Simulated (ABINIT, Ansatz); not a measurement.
# NaLiICl (P4/mmm): G0W0 on several meshes in ABINIT, part 2 of 2

Wanted: mesh dependence and cost of G0W0 for NaLiICl (P4/mmm).

ABINIT 10.8.3; LDA and many-body steps on it, plane waves. Known limits of the many-body steps: not at the basis limit; no spin-orbit coupling; coarse k mesh.

So far. Step 4 (2×2×2): The gap on the mesh goes from 3.85 eV to 6.00 eV, a correction of +2.15 eV. Step 5 (Empty states on the mesh, 2×2×1 mesh, 89 bands): On this mesh the gap is 3.854 eV.

## 7. 2×2×1

This step: G0W0 on LDA, plane waves, norm-conserving pseudopotentials.

run.abi reads:

```
acell 3*1.0 Angstrom
rprim 
  4.091636000000 0.000000000000 0.000000000000
  0.000000000000 4.091636000000 0.000000000000
  0.000000000000 0.000000000000 6.215344000000
ntypat 4
znucl 11 3 53 17
natom 4
typat 1 2 3 4
xred 
  0.500000000000 0.500000000000 0.500000000000
  0.000000000000 0.000000000000 0.000000000000
  0.500000000000 0.500000000000 0.000000000000
  0.000000000000 0.000000000000 0.500000000000
pp_dirpath "pseudos"
pseudos "Na.upf, Li.upf, I.upf, Cl.upf"
ecut 38
ngkpt 2 2 1
nshiftk 1
shiftk 0 0 0
kptopt 1
chksymbreak 0
istwfk *1
occopt 1
irdwfk 1
optdriver 4
nband 81
gwcalctyp 0
ecutsigx 38
symsigma 1
nkptgw 2
kptgw 
  0.5000000000 0.0000000000 0.0000000000
  0.0000000000 0.0000000000 0.0000000000
bdgw 
  12 15
  12 15
ecuteps 4.2
irdscr 1
ppmodel 1
indata_prefix "in"
outdata_prefix "out"
tmpdata_prefix "tmp"
```

On the command line:

```
$ OMP_NUM_THREADS=1 mpirun -n 4 abinit run.abi > log
```

Numbers of over 12 decimals in the logs are rounded to 6 here.

The program printed:

```text
.Version 10.8.3 of ABINIT. v10.8.2 released Aug 2026.

 Symmetries : space group P4/m m m (#123); Bravais tP (primitive tetrag.)
[... echo of the input left out ...]
== DATASET  1 ==================================================================
-   mpi_nproc: 4, omp_nthreads: 1 (-1 if OMP is not activated)

--- !DatasetInfo
iteration_state: {dtset: 1, }
dimensions: {natom: 4, nkpt: 3, mband: 81, nsppol: 1, nspinor: 1, nspden: 1, mpw: 7872, }
cutoff_energies: {ecut:  38.0, pawecutdg:  -1.0, }
electrons: {nelect:   2.60000000E+01, charge:   0.00000000E+00, occopt:   1.00000000E+00, tsmear:   1.00000000E-02, }

 SIGMA: Calculation of the GW corrections

 Based on a program developped by R.W. Godby, V. Olevano, G. Onida, and L. Reining.
 Incorporated in ABINIT by V. Olevano, G.-M. Rignanese, and M. Torrent.
.Using double precision arithmetic ; gwpc =  8

[... cell and pseudopotentials left out ...]
--------------------------------------------------------------------------------

 ==== K-mesh for the wavefunctions ====
 Number of points in the irreducible wedge :     3
[... list of points left out ...]
 Together with 16 symmetry operations and time-reversal symmetry
 yields     4 points in the full Brillouin Zone.

 ==== Q-mesh for screening function ====
 Number of points in the irreducible wedge :     3
[... list of points left out ...]
 Together with 16 symmetry operations and time-reversal symmetry
 yields     4 points in the full Brillouin Zone.

 vcoul_init : cutoff-mode = AUXILIARY_FUNCTION
 q-points for optical limit:   1
     1)      0.000010    0.000020    0.000030
 setmesh: FFT mesh size selected  =    45x   45x   72
          total number of points  =       145800

 Number of electrons calculated from density =   26.0000; Expected =   26.0000
[...]
number of omega for Sigma on real axis              0
 max omega for Sigma on real axis  [eV]           0.00
 zcut for avoiding poles [eV]                     0.10

 EPSILON^-1 parameters (SCR file):
 dimension of the eps^-1 matrix on file            287
 dimension of the eps^-1 matrix used               287
 number of plane-waves for wavefunctions          7837
 number of bands                                    81
 number of q-points in IBZ                           3
 number of frequencies                               2
 number of real frequencies                          1
 number of imag frequencies                          1

 matrix elements of self-energy operator (all in [eV])

 Perturbative Calculation

--- !SelfEnergy_ee
iteration_state: {dtset: 1, }
kpoint     : [   0.500,    0.000,    0.000, ]
spin       : 1
KS_gap     :    5.723
QP_gap     :    7.755
Delta_QP_KS:    2.032
data: !SigmaeeData |
     Band     E0 <VxcDFT>   SigX SigC(E0)      Z dSigC/dE  Sig(E)    E-E0       E
       12  -0.858 -13.865 -18.366   3.056   0.776  -0.289 -14.986  -1.121  -1.979
       13   0.071 -11.448 -14.589   2.070   0.803  -0.246 -12.308  -0.861  -0.789
       14   5.794  -8.096  -3.333  -3.339   0.822  -0.217  -6.925   1.172   6.966
[...]
--- !SelfEnergy_ee
iteration_state: {dtset: 1, }
kpoint     : [   0.000,    0.000,    0.000, ]
spin       : 1
KS_gap     :    4.142
QP_gap     :    6.178
Delta_QP_KS:    2.036
data: !SigmaeeData |
     Band     E0 <VxcDFT>   SigX SigC(E0)      Z dSigC/dE  Sig(E)    E-E0       E
[...]
14   3.925  -8.236  -3.550  -3.316   0.828  -0.208  -7.103   1.133   5.058
       15   5.327  -8.457  -3.676  -3.316   0.824  -0.213  -7.249   1.208   6.534

== END DATASET(S) ==============================================================
================================================================================

 -outvars: echo values of variables after computation  --------
           etotal      0.0000000000E+00
            nband          81
             nkpt           3
          spgroup         123
 [... the other variables as echoed above ...]

 Calculation completed.
```

Run time: 10 s. Hardware: 4 MPI ranks of Arm Neoverse N1, shared host; peak memory 0.62 GiB; 40 s of CPU time.

Numbers from this step:

* G0W0 gap on the points computed: 5.847 eV
* starting gap on the mesh: 3.854 eV
* k of the valence top: 0.5, 0, 0
* k of the conduction bottom: 0, 0, 0
* Z at the valence top: 0.803
* Z at the conduction bottom: 0.828
* least direct G0W0 gap on the computed points: 6.177 eV

Against G0W0 in ABINIT (2×2×2 mesh, 81 bands, screening to 114.3 eV, Godby-Needs plasmon pole), the gap moves by −0.148 eV.

## 8. Empty states on the mesh, 4×4×2 mesh, 89 bands

This step: DFT, LDA, plane waves, norm-conserving pseudopotentials.

run.abi, as its differences from that of step 7:

```diff
@@ -17,3 +17,3 @@
 ecut 38
-ngkpt 2 2 1
+ngkpt 4 4 2
 nshiftk 1
@@ -22,20 +22,10 @@
 chksymbreak 0
+iscf -2
+irdden 1
 istwfk *1
-occopt 1
-irdwfk 1
-optdriver 4
-nband 81
-gwcalctyp 0
-ecutsigx 38
-symsigma 1
-nkptgw 2
-kptgw 
-  0.5000000000 0.0000000000 0.0000000000
-  0.0000000000 0.0000000000 0.0000000000
-bdgw 
-  12 15
-  12 15
-ecuteps 4.2
-irdscr 1
-ppmodel 1
+nband 89
+nbdbuf 8
+tolwfr 1e-09
+nstep 60
+prtvol 0
 indata_prefix "in"
```

The program printed:

```text
.Version 10.8.3 of ABINIT. v10.8.2 released Aug 2026.

 Symmetries : space group P4/m m m (#123); Bravais tP (primitive tetrag.)
[... echo of the input left out ...]
== DATASET  1 ==================================================================
-   mpi_nproc: 4, omp_nthreads: 1 (-1 if OMP is not activated)

--- !DatasetInfo
iteration_state: {dtset: 1, }
dimensions: {natom: 4, nkpt: 12, mband: 89, nsppol: 1, nspinor: 1, nspden: 1, mpw: 7873, }
cutoff_energies: {ecut:  38.0, pawecutdg:  -1.0, }
[...]
1.39038    1.39922    1.39922    1.43760    1.43760    1.47795    1.50024    1.50030
   1.50090    1.50090    1.51137    1.51137    1.52125    1.56215    1.56770    1.57982
   1.57983
 prteigrs : prtvol=0 or 1, do not print more k-points.

== END DATASET(S) ==============================================================
================================================================================

 -outvars: echo values of variables after computation  --------
            nband          89
             nkpt          12
          spgroup         123
 [... the other variables as echoed above ...]

 Calculation completed.
```

Elapsed: 91 s, on 4 MPI ranks; peak memory 0.46 GiB.

This step gave:

```yaml
gap: 3.850 eV
k_of_the_valence_top: 0.5, 0, 0.5
k_of_the_conduction_bottom: 0, 0, 0
least_direct_gap: 4.142 eV
k_points_computed: 12
lowest_point_of_the_top_converged_band_above_the_valence_top: 38.99 eV
```

On this mesh the gap is 3.850 eV.

## 9. Screening, 4×4×2 mesh, 81 bands, screening to 114.3 eV

This step: RPA screening on LDA, plane waves, norm-conserving pseudopotentials.

run.abi, as its differences from that of step 8:

```diff
@@ -22,10 +22,11 @@
 chksymbreak 0
-iscf -2
-irdden 1
 istwfk *1
-nband 89
-nbdbuf 8
-tolwfr 1e-09
-nstep 60
-prtvol 0
+occopt 1
+irdwfk 1
+optdriver 3
+nband 81
+ecuteps 4.2
+inclvkb 2
+awtr 1
+symchi 1
 indata_prefix "in"
```

The program printed:

```text
.Version 10.8.3 of ABINIT. v10.8.2 released Aug 2026.

 Symmetries : space group P4/m m m (#123); Bravais tP (primitive tetrag.)
[... echo of the input left out ...]
== DATASET  1 ==================================================================
-   mpi_nproc: 4, omp_nthreads: 1 (-1 if OMP is not activated)

--- !DatasetInfo
iteration_state: {dtset: 1, }
dimensions: {natom: 4, nkpt: 12, mband: 81, nsppol: 1, nspinor: 1, nspden: 1, mpw: 7873, }
cutoff_energies: {ecut:  38.0, pawecutdg:  -1.0, }
[...]
--------------------------------------------------------------------------------
[... chi0 elements left out ...]
 For q-point:  0.000010 0.000020 0.000030
  dielectric constant =   3.1592
  dielectric constant without local fields =   3.7888

  Average fulfillment of the sum rule on Im[epsilon] for q-point    1 :     55.19  [%]
[... wings left out ...]
  q-point number  2        q = ( 0.250000, 0.000000, 0.000000) [r.l.u.]
--------------------------------------------------------------------------------
[... chi0 elements left out ...]
  Average fulfillment of the sum rule on Im[epsilon] for q-point    2 :     64.10  [%]

 [... 10 further q-points ...]
```

Elapsed: 92 s, on 4 MPI ranks; peak memory 1.6 GiB; 6.1 min of CPU time.

Numbers from this step:

```
ε∞ with local fields, on this mesh, along the program's q direction : 3.159
the same without local fields                                       : 3.789
plasma frequency                                                    : 18.56 eV
plane waves in the screening matrix                                 : 287
```

## 10. 4×4×2

This step: G0W0 on LDA, plane waves, norm-conserving pseudopotentials.

run.abi, as its differences from that of step 9:

```diff
@@ -25,8 +25,17 @@
 irdwfk 1
-optdriver 3
+optdriver 4
 nband 81
+gwcalctyp 0
+ecutsigx 38
+symsigma 1
+nkptgw 2
+kptgw 
+  0.5000000000 0.0000000000 0.5000000000
+  0.0000000000 0.0000000000 0.0000000000
+bdgw 
+  12 15
+  12 15
 ecuteps 4.2
-inclvkb 2
-awtr 1
-symchi 1
+irdscr 1
+ppmodel 1
 indata_prefix "in"
```

The program printed:

```text
.Version 10.8.3 of ABINIT. v10.8.2 released Aug 2026.

 Symmetries : space group P4/m m m (#123); Bravais tP (primitive tetrag.)
[... echo of the input left out ...]
== DATASET  1 ==================================================================
-   mpi_nproc: 4, omp_nthreads: 1 (-1 if OMP is not activated)

--- !DatasetInfo
iteration_state: {dtset: 1, }
dimensions: {natom: 4, nkpt: 12, mband: 81, nsppol: 1, nspinor: 1, nspden: 1, mpw: 7873, }
cutoff_energies: {ecut:  38.0, pawecutdg:  -1.0, }
[...]
Band     E0 <VxcDFT>   SigX SigC(E0)      Z dSigC/dE  Sig(E)    E-E0       E
[...]
14   3.925  -8.269  -3.958  -2.909   0.842  -0.187  -7.089   1.180   5.105
       15   5.327  -8.506  -4.055  -2.961   0.837  -0.195  -7.259   1.247   6.573

== END DATASET(S) ==============================================================
================================================================================

 -outvars: echo values of variables after computation  --------
           etotal      0.0000000000E+00
            nband          81
             nkpt          12
          spgroup         123
 [... the other variables as echoed above ...]

 Calculation completed.
```

It took 26 s on 4 MPI ranks; peak memory 1.4 GiB; 1.7 min of CPU time.

Numbers from this step:

| Item | Value |
| --- | --- |
| G0W0 gap on the points computed | 6.043 eV |
| starting gap on the mesh | 3.850 eV |
| k of the valence top | 0.5, 0, 0.5 |
| k of the conduction bottom | 0, 0, 0 |
| least direct G0W0 gap on the computed points | 6.413 eV |

Against G0W0 in ABINIT (2×2×2 mesh, 81 bands, screening to 114.3 eV, Godby-Needs plasmon pole), the gap moves by +0.048 eV.

## 11. The runs together

Times are wall times on 4 MPI ranks of Arm Neoverse N1, shared host, good to a factor of about two. A run's time includes the screening step that it read.

| run | mesh | bands | screening cutoff (eV) | DFT gap (eV) | gap on the mesh (eV) | direct (eV) | ε∞ used | time |
| --- | --- | --- | --- | --- | --- | --- | --- | --- |
| 2×2×2 | 2×2×2 | 81 | 114.3 | 3.850 | 5.995 | 6.331 | 3.89 | 39 s |
| 2×2×1 | 2×2×1 | 81 | 114.3 | 3.854 | 5.847 | 6.177 | 4.12 | 22 s |
| 4×4×2 | 4×4×2 | 81 | 114.3 | 3.850 | 6.043 | 6.413 | 3.16 | 2 min |

## 12. What came out

| Quantity | Value |
| --- | --- |
| 2×2×2 | 5.995 eV |
| 2×2×1 | 5.847 eV |
| 4×4×2 | 6.043 eV |
| known limits | not at the basis limit; no spin-orbit coupling; coarse k mesh |

What this shows: 2×2×1: −0.148 eV against 2×2×2. 4×4×2: +0.048 eV against 2×2×2. Bands and cutoff are finite, so the gap is not at the basis limit. The miss can reach some tenths of an eV and take either sign; the mesh is an error of its own. In the G0W0 runs levels were corrected at 2 k points alone, so a gap called «on the mesh» is the least over those, and an edge elsewhere would be missed. The 2×2×2 mesh is coarse for this cell, which bears on the long-range parts of exchange and screening. The many-body steps are scalar-relativistic: spin-orbit coupling is not in them.

[Paths, hosts, dates, memory and timing lines, banners, echoed tables and standing remarks are left out of the program output.]

[Logs are printed without paths, hosts, clocks, repeated set-up lines and the standing remarks that a program may print on its own settings, such as how far it seeks lower states.]

[Runs of the session that timed out or met a known fault of the program may be left out.]

[Hosts, paths, dates, database ids (printed as entryN), source tags and the programs' standing remarks are cut or masked in the printed files.]

[G0W0 gaps are taken among the corrected bands and points alone; a level outside them can change the order at an edge.]

[Where Ansatz stands beside ABINIT at settings called matched, ABINIT's density can come from a denser mesh and the files from another edition; pairs whose starting gaps differed by over 0.03 eV were left out, so agreement reads better than it is.]
